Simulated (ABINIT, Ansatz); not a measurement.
# Converging GW for InF3 (R-3c) in ABINIT

Wanted: a converged G0W0 gap of InF3 (R-3c), or an estimate of the limit.

Method: LDA and many-body steps on it, plane waves, in ABINIT 10.8.3.

## (1) The structure

The structure is trigonal, space group R-3c (No. 167). Conventional cell: a = 5.204 Å, b = 5.204 Å, c = 14.723 Å, α = 90.00°, β = 90.00°, γ = 120.00°. In has 6 F at 2.08 Å nearest. Nearest to F lie 2 In at 2.08 Å. Farther neighbours and most contacts between anions are not listed.

Coordinates:

```cif
data_structure
_symmetry_space_group_name_H-M 'P 1'
_symmetry_Int_Tables_number 1
_cell_length_a 5.7543
_cell_length_b 5.7543
_cell_length_c 5.7543
_cell_angle_alpha 53.771
_cell_angle_beta 53.771
_cell_angle_gamma 53.771
_cell_volume 115.11
loop_
_atom_site_label
_atom_site_type_symbol
_atom_site_fract_x
_atom_site_fract_y
_atom_site_fract_z
_atom_site_occupancy
In1 In 0.50000 0.50000 0.50000 1
In2 In 0.00000 0.00000 0.00000 1
F3 F 0.39571 0.75000 0.10429 1
F4 F 0.75000 0.10429 0.39571 1
F5 F 0.89571 0.60429 0.25000 1
F6 F 0.25000 0.89571 0.60429 1
F7 F 0.60429 0.25000 0.89571 1
F8 F 0.10429 0.39571 0.75000 1
```

The cell and positions are those that the Materials Project relaxed with its own functionals (PBE, PBE+U or r2SCAN), kept fixed.

## (2) Empty states on the mesh, 2×2×2 mesh, 243 bands

This step: ABINIT 10.8.3; DFT, LDA, plane waves, norm-conserving pseudopotentials.

The sums over transitions need many empty states on a uniform mesh; this step solves for them.

Input file run.abi:

```
acell 3*1.0 Angstrom
rprim 
  2.602141182914 1.502346912402 4.907506134507
  -2.602141182914 1.502346912402 4.907506134507
  0.000000000000 -3.004693824873 4.907506134486
ntypat 2
znucl 49 9
natom 8
typat 1 1 2 2 2 2 2 2
xred 
  0.500000000000 0.500000000000 0.500000000000
  -0.000000000000 0.000000000000 0.000000000000
  0.395709220000 0.750000000000 0.104290780000
  0.750000000000 0.104290780000 0.395709220000
  0.895709220000 0.604290780000 0.250000000000
  0.250000000000 0.895709220000 0.604290780000
  0.604290780000 0.250000000000 0.895709220000
  0.104290780000 0.395709220000 0.750000000000
pp_dirpath "pseudos"
pseudos "In.upf, F.upf"
ecut 36
ngkpt 2 2 2
nshiftk 1
shiftk 0 0 0
kptopt 1
chksymbreak 0
iscf -2
irdden 1
istwfk *1
nband 243
nbdbuf 22
tolwfr 1e-09
nstep 60
prtvol 0
indata_prefix "in"
outdata_prefix "out"
tmpdata_prefix "tmp"
```

On the command line:

```console
> OMP_NUM_THREADS=1 mpirun -n 4 abinit run.abi > log
```

Numbers of over 12 decimals in the logs are rounded to 6 here.

Log:

```text
.Version 10.8.3 of ABINIT. v10.8.2 released Aug 2026.

 Symmetries : space group R-3 c (#167); Bravais hR (rhombohedral)
[... echo of the input left out ...]
== DATASET  1 ==================================================================
-   mpi_nproc: 4, omp_nthreads: 1 (-1 if OMP is not activated)

--- !DatasetInfo
iteration_state: {dtset: 1, }
dimensions: {natom: 8, nkpt: 4, mband: 243, nsppol: 1, nspinor: 1, nspden: 1, mpw: 8026, }
cutoff_energies: {ecut:  36.0, pawecutdg:  -1.0, }
[...]
2.92847    2.93169    2.93169    2.96183    2.96248    2.97519    2.97597    2.98234
   2.99770    2.99771    3.00620    3.00620    3.01355    3.01357    3.04671    3.04677
   3.05498    3.05558    3.05599
 prteigrs : prtvol=0 or 1, do not print more k-points.

== END DATASET(S) ==============================================================
================================================================================

 -outvars: echo values of variables after computation  --------
            nband         243
             nkpt           4
          spgroup         167
 [... the other variables as echoed above ...]

 Calculation completed.
```

It took 3 min on 4 MPI ranks of Arm Neoverse N1, shared host; peak memory 0.55 GiB.

This step gave:

```
gap                                                           : 3.997 eV
k of the valence top                                          : 0.5, 0.5, 0
k of the conduction bottom                                    : 0, 0, 0
least direct gap                                              : 4.029 eV
k points computed                                             : 4
lowest point of the top converged band, above the valence top : 78.8983 eV
```

On this mesh the gap is 3.997 eV.

The density comes from a self-consistent run that is not shown.

## (3) Screening, 2×2×2 mesh, 57 bands, screening to 62.6 eV

The RPA dielectric matrix is built and inverted for each q.

This step: RPA screening on LDA, plane waves, norm-conserving pseudopotentials.

run.abi, as its differences from that of step 2:

```diff
@@ -26,10 +26,11 @@
 chksymbreak 0
-iscf -2
-irdden 1
 istwfk *1
-nband 243
-nbdbuf 22
-tolwfr 1e-09
-nstep 60
-prtvol 0
+occopt 1
+irdwfk 1
+optdriver 3
+nband 57
+ecuteps 2.3
+inclvkb 2
+awtr 1
+symchi 1
 indata_prefix "in"
```

Log:

```text
.Version 10.8.3 of ABINIT. v10.8.2 released Aug 2026.

 Symmetries : space group R-3 c (#167); Bravais hR (rhombohedral)
[... echo of the input left out ...]
== DATASET  1 ==================================================================
-   mpi_nproc: 4, omp_nthreads: 1 (-1 if OMP is not activated)

--- !DatasetInfo
iteration_state: {dtset: 1, }
dimensions: {natom: 8, nkpt: 4, mband: 57, nsppol: 1, nspinor: 1, nspden: 1, mpw: 8026, }
cutoff_energies: {ecut:  36.0, pawecutdg:  -1.0, }
electrons: {nelect:   6.80000000E+01, charge:   0.00000000E+00, occopt:   1.00000000E+00, tsmear:   1.00000000E-02, }

 SCREENING: Calculation of the susceptibility and dielectric matrices

 Based on a program developped by R.W. Godby, V. Olevano, G. Onida, and L. Reining.
 Incorporated in ABINIT by V. Olevano, G.-M. Rignanese, and M. Torrent.
.Using double precision arithmetic ; gwpc =  8

[... cell and pseudopotentials left out ...]
--------------------------------------------------------------------------------

 ==== K-mesh for the wavefunctions ====
 Number of points in the irreducible wedge :     4
[... list of points left out ...]
 Together with 12 symmetry operations and time-reversal symmetry
 yields     8 points in the full Brillouin Zone.

 ==== Q-mesh for the screening function ====
 Number of points in the irreducible wedge :     4
[... list of points left out ...]
 Together with 12 symmetry operations and time-reversal symmetry
 yields     8 points in the full Brillouin Zone.

 setmesh: FFT mesh size selected  =    40x   40x   40
          total number of points  =        64000

 vcoul_init : cutoff-mode = AUXILIARY_FUNCTION
 q-points for optical limit:   1
     1)      0.000010    0.000020    0.000030

- screening: taking advantage of time-reversal symmetry
- Maximum band index for partially occupied states nbvw = 34
- Remaining bands to be divided among processors   nbcw = 23
- Number of bands treated by each node ~5

 Number of electrons calculated from density =   68.0000; Expected =   68.0000
 average of density, n =  0.087539
 r_s =    1.3971
 omega_plasma =   28.5401 [eV]

 calculating chi0 at frequencies [eV] :
  1    0.000000E+00    0.000000E+00
  2    0.000000E+00    2.854008E+01

--------------------------------------------------------------------------------
  q-point number  1        q = ( 0.000000, 0.000000, 0.000000) [r.l.u.]
--------------------------------------------------------------------------------
[... chi0 elements left out ...]
 For q-point:  0.000010 0.000020 0.000030
  dielectric constant =   2.3280
  dielectric constant without local fields =   2.3801

  Average fulfillment of the sum rule on Im[epsilon] for q-point    1 :     14.73  [%]
[... wings left out ...]
  q-point number  2        q = ( 0.500000, 0.000000, 0.000000) [r.l.u.]
--------------------------------------------------------------------------------
[... chi0 elements left out ...]
  Average fulfillment of the sum rule on Im[epsilon] for q-point    2 :     19.64  [%]

 [... 2 further q-points ...]
```

Elapsed: 20 s, on 4 MPI ranks; peak memory 1.2 GiB.

This step gave:

* ε∞ with local fields, on this mesh, along the program's q direction: 2.328
* the same without local fields: 2.380
* plasma frequency: 28.54 eV
* plane waves in the screening matrix: 121

Local fields lower ε∞ by 2 %. On a Γ-centred mesh this coarse the value itself is usually too large, while a short band sum pulls it down.

## (4) 57 bands, 62.6 eV

The self-energy is evaluated for the states that the input lists, and the levels follow from it, in one-shot runs by the linearised quasiparticle equation.

This step: G0W0 on LDA, plane waves, norm-conserving pseudopotentials.

run.abi, as its differences from that of step 3:

```diff
@@ -29,8 +29,17 @@
 irdwfk 1
-optdriver 3
+optdriver 4
 nband 57
+gwcalctyp 0
+ecutsigx 36
+symsigma 1
+nkptgw 2
+kptgw 
+  0.5000000000 0.5000000000 0.0000000000
+  0.0000000000 0.0000000000 0.0000000000
+bdgw 
+  33 36
+  33 36
 ecuteps 2.3
-inclvkb 2
-awtr 1
-symchi 1
+irdscr 1
+ppmodel 1
 indata_prefix "in"
```

Log:

```text
.Version 10.8.3 of ABINIT. v10.8.2 released Aug 2026.

 Symmetries : space group R-3 c (#167); Bravais hR (rhombohedral)
[... echo of the input left out ...]
== DATASET  1 ==================================================================
-   mpi_nproc: 4, omp_nthreads: 1 (-1 if OMP is not activated)

--- !DatasetInfo
iteration_state: {dtset: 1, }
dimensions: {natom: 8, nkpt: 4, mband: 57, nsppol: 1, nspinor: 1, nspden: 1, mpw: 8026, }
cutoff_energies: {ecut:  36.0, pawecutdg:  -1.0, }
electrons: {nelect:   6.80000000E+01, charge:   0.00000000E+00, occopt:   1.00000000E+00, tsmear:   1.00000000E-02, }

 SIGMA: Calculation of the GW corrections

 Based on a program developped by R.W. Godby, V. Olevano, G. Onida, and L. Reining.
 Incorporated in ABINIT by V. Olevano, G.-M. Rignanese, and M. Torrent.
.Using double precision arithmetic ; gwpc =  8

[... cell and pseudopotentials left out ...]
--------------------------------------------------------------------------------

 ==== K-mesh for the wavefunctions ====
 Number of points in the irreducible wedge :     4
[... list of points left out ...]
 Together with 12 symmetry operations and time-reversal symmetry
 yields     8 points in the full Brillouin Zone.

 ==== Q-mesh for screening function ====
 Number of points in the irreducible wedge :     4
[... list of points left out ...]
 Together with 12 symmetry operations and time-reversal symmetry
 yields     8 points in the full Brillouin Zone.

 vcoul_init : cutoff-mode = AUXILIARY_FUNCTION
 q-points for optical limit:   1
     1)      0.000010    0.000020    0.000030
 setmesh: FFT mesh size selected  =    60x   60x   60
          total number of points  =       216000

 Number of electrons calculated from density =   68.0000; Expected =   68.0000
 average of density, n =  0.087539
 r_s =    1.3971
 omega_plasma =   28.5401 [eV]

 === KS Band Gaps ===
  >>>> For spin  1
   Minimum direct gap =   4.0295 [eV], located at k-point      :   0.0000  0.0000  0.0000
   Fundamental gap    =   3.9974 [eV], Top of valence bands at :   0.5000  0.5000  0.0000
                                       Bottom of conduction at :   0.0000  0.0000  0.0000
 SIGMA fundamental parameters:
 PLASMON POLE MODEL  1
 number of plane-waves for SigmaX                 7987
 number of plane-waves for SigmaC and W            121
 number of plane-waves for wavefunctions          7987
 number of bands                                    57
 number of independent spin polarizations            1
 number of spinorial components                      1
 number of k-points in IBZ                           4
 number of q-points in IBZ                           4
 number of symmetry operations                      12
 number of k-points in BZ                            8
 number of q-points in BZ                            8
 number of frequencies for dSigma/dE                 9
 frequency step for dSigma/dE [eV]                0.25
 number of omega for Sigma on real axis              0
 max omega for Sigma on real axis  [eV]           0.00
 zcut for avoiding poles [eV]                     0.10

 EPSILON^-1 parameters (SCR file):
 dimension of the eps^-1 matrix on file            121
 dimension of the eps^-1 matrix used               121
 number of plane-waves for wavefunctions          7987
 number of bands                                    57
 number of q-points in IBZ                           4
 number of frequencies                               2
 number of real frequencies                          1
 number of imag frequencies                          1

 matrix elements of self-energy operator (all in [eV])

 Perturbative Calculation

--- !SelfEnergy_ee
iteration_state: {dtset: 1, }
kpoint     : [   0.500,    0.500,    0.000, ]
spin       : 1
KS_gap     :    6.522
QP_gap     :   10.857
Delta_QP_KS:    4.334
data: !SigmaeeData |
     Band     E0 <VxcDFT>   SigX SigC(E0)      Z dSigC/dE  Sig(E)    E-E0       E
       33  -1.587 -23.082 -29.140   4.615   0.801  -0.248 -24.238  -1.156  -2.743
       34  -1.436 -22.746 -29.817   5.043   0.791  -0.264 -24.350  -1.604  -3.040
       35   5.086 -17.412 -12.350  -1.868   0.855  -0.170 -14.682   2.730   7.816
       36   6.633 -18.272 -12.582  -2.112   0.846  -0.182 -15.245   3.027   9.660

--- !SelfEnergy_ee
iteration_state: {dtset: 1, }
kpoint     : [   0.000,    0.000,    0.000, ]
spin       : 1
KS_gap     :    4.030
QP_gap     :    7.983
Delta_QP_KS:    3.954
data: !SigmaeeData |
     Band     E0 <VxcDFT>   SigX SigC(E0)      Z dSigC/dE  Sig(E)    E-E0       E
       33  -1.468 -22.631 -29.821   5.085   0.790  -0.266 -24.293  -1.662  -3.130
       34  -1.468 -22.631 -29.821   5.085   0.790  -0.266 -24.293  -1.662  -3.130
       35   2.561 -14.346  -9.831  -1.884   0.871  -0.148 -12.054   2.292   4.853
       36   7.966 -19.069 -12.845  -2.349   0.833  -0.201 -15.843   3.226  11.192

== END DATASET(S) ==============================================================
================================================================================

 -outvars: echo values of variables after computation  --------
           etotal      0.0000000000E+00
            nband          57
             nkpt           4
          spgroup         167
 [... the other variables as echoed above ...]

 Calculation completed.
```

Elapsed: 7.2 s, on 4 MPI ranks; peak memory 0.91 GiB; 29 s of CPU time.

Numbers from this step:

```
G0W0 gap on the points computed              : 7.596 eV
starting gap on the mesh                     : 3.997 eV
k of the valence top                         : 0.5, 0.5, 0
k of the conduction bottom                   : 0, 0, 0
Z at the valence top                         : 0.801
Z at the conduction bottom                   : 0.871
least direct G0W0 gap on the computed points : 7.983 eV
```

The gap on the mesh goes from 4.00 eV to 7.60 eV, a correction of +3.60 eV.

## (5) Screening, 2×2×2 mesh, 110 bands, screening to 114.3 eV

This step: RPA screening on LDA, plane waves, norm-conserving pseudopotentials.

run.abi, as its differences from that of step 4:

```diff
@@ -29,17 +29,8 @@
 irdwfk 1
-optdriver 4
-nband 57
-gwcalctyp 0
-ecutsigx 36
-symsigma 1
-nkptgw 2
-kptgw 
-  0.5000000000 0.5000000000 0.0000000000
-  0.0000000000 0.0000000000 0.0000000000
-bdgw 
-  33 36
-  33 36
-ecuteps 2.3
-irdscr 1
-ppmodel 1
+optdriver 3
+nband 110
+ecuteps 4.2
+inclvkb 2
+awtr 1
+symchi 1
 indata_prefix "in"
```

Log:

```text
.Version 10.8.3 of ABINIT. v10.8.2 released Aug 2026.

 Symmetries : space group R-3 c (#167); Bravais hR (rhombohedral)
[... echo of the input left out ...]
== DATASET  1 ==================================================================
-   mpi_nproc: 4, omp_nthreads: 1 (-1 if OMP is not activated)

--- !DatasetInfo
iteration_state: {dtset: 1, }
dimensions: {natom: 8, nkpt: 4, mband: 110, nsppol: 1, nspinor: 1, nspden: 1, mpw: 8026, }
cutoff_energies: {ecut:  36.0, pawecutdg:  -1.0, }
electrons: {nelect:   6.80000000E+01, charge:   0.00000000E+00, occopt:   1.00000000E+00, tsmear:   1.00000000E-02, }

 SCREENING: Calculation of the susceptibility and dielectric matrices

 Based on a program developped by R.W. Godby, V. Olevano, G. Onida, and L. Reining.
 Incorporated in ABINIT by V. Olevano, G.-M. Rignanese, and M. Torrent.
.Using double precision arithmetic ; gwpc =  8

[... cell and pseudopotentials left out ...]
--------------------------------------------------------------------------------

 ==== K-mesh for the wavefunctions ====
 Number of points in the irreducible wedge :     4
[... list of points left out ...]
 Together with 12 symmetry operations and time-reversal symmetry
 yields     8 points in the full Brillouin Zone.

 ==== Q-mesh for the screening function ====
 Number of points in the irreducible wedge :     4
[... list of points left out ...]
 Together with 12 symmetry operations and time-reversal symmetry
 yields     8 points in the full Brillouin Zone.

 setmesh: FFT mesh size selected  =    40x   40x   40
          total number of points  =        64000

 vcoul_init : cutoff-mode = AUXILIARY_FUNCTION
 q-points for optical limit:   1
     1)      0.000010    0.000020    0.000030

- screening: taking advantage of time-reversal symmetry
- Maximum band index for partially occupied states nbvw = 34
- Remaining bands to be divided among processors   nbcw = 76
- Number of bands treated by each node ~19

 Number of electrons calculated from density =   68.0000; Expected =   68.0000
 average of density, n =  0.087539
 r_s =    1.3971
 omega_plasma =   28.5401 [eV]

 calculating chi0 at frequencies [eV] :
  1    0.000000E+00    0.000000E+00
  2    0.000000E+00    2.854008E+01

--------------------------------------------------------------------------------
  q-point number  1        q = ( 0.000000, 0.000000, 0.000000) [r.l.u.]
--------------------------------------------------------------------------------
[... chi0 elements left out ...]
 For q-point:  0.000010 0.000020 0.000030
  dielectric constant =   2.4482
  dielectric constant without local fields =   2.5713

  Average fulfillment of the sum rule on Im[epsilon] for q-point    1 :     37.19  [%]
[... wings left out ...]
  q-point number  2        q = ( 0.500000, 0.000000, 0.000000) [r.l.u.]
--------------------------------------------------------------------------------
[... chi0 elements left out ...]
  Average fulfillment of the sum rule on Im[epsilon] for q-point    2 :     44.15  [%]

 [... 2 further q-points ...]
```

Wall time 60 s (4 MPI ranks); peak memory 1.5 GiB.

This step gave:

```
ε∞ with local fields, on this mesh, along the program's q direction : 2.448
the same without local fields                                       : 2.571
plasma frequency                                                    : 28.54 eV
plane waves in the screening matrix                                 : 327
```

[end of part 1 of 2]

[Paths, hosts, dates, memory and timing lines, banners, echoed tables and standing remarks are left out of the program output.]

[Logs are printed without paths, hosts, clocks, repeated set-up lines and the standing remarks that a program may print on its own settings, such as how far it seeks lower states.]

[Runs of the session that timed out or met a known fault of the program may be left out.]

[No measured gap is set beside runs whose start may be inverted or whose files or cutoffs have a known fault.]

[Hosts, paths, dates, database ids (printed as entryN), source tags and the programs' standing remarks are cut or masked in the printed files.]

[G0W0 gaps are taken among the corrected bands and points alone; a level outside them can change the order at an edge.]

[Where Ansatz stands beside ABINIT at settings called matched, ABINIT's density can come from a denser mesh and the files from another edition; pairs whose starting gaps differed by over 0.03 eV were left out, so agreement reads better than it is.]
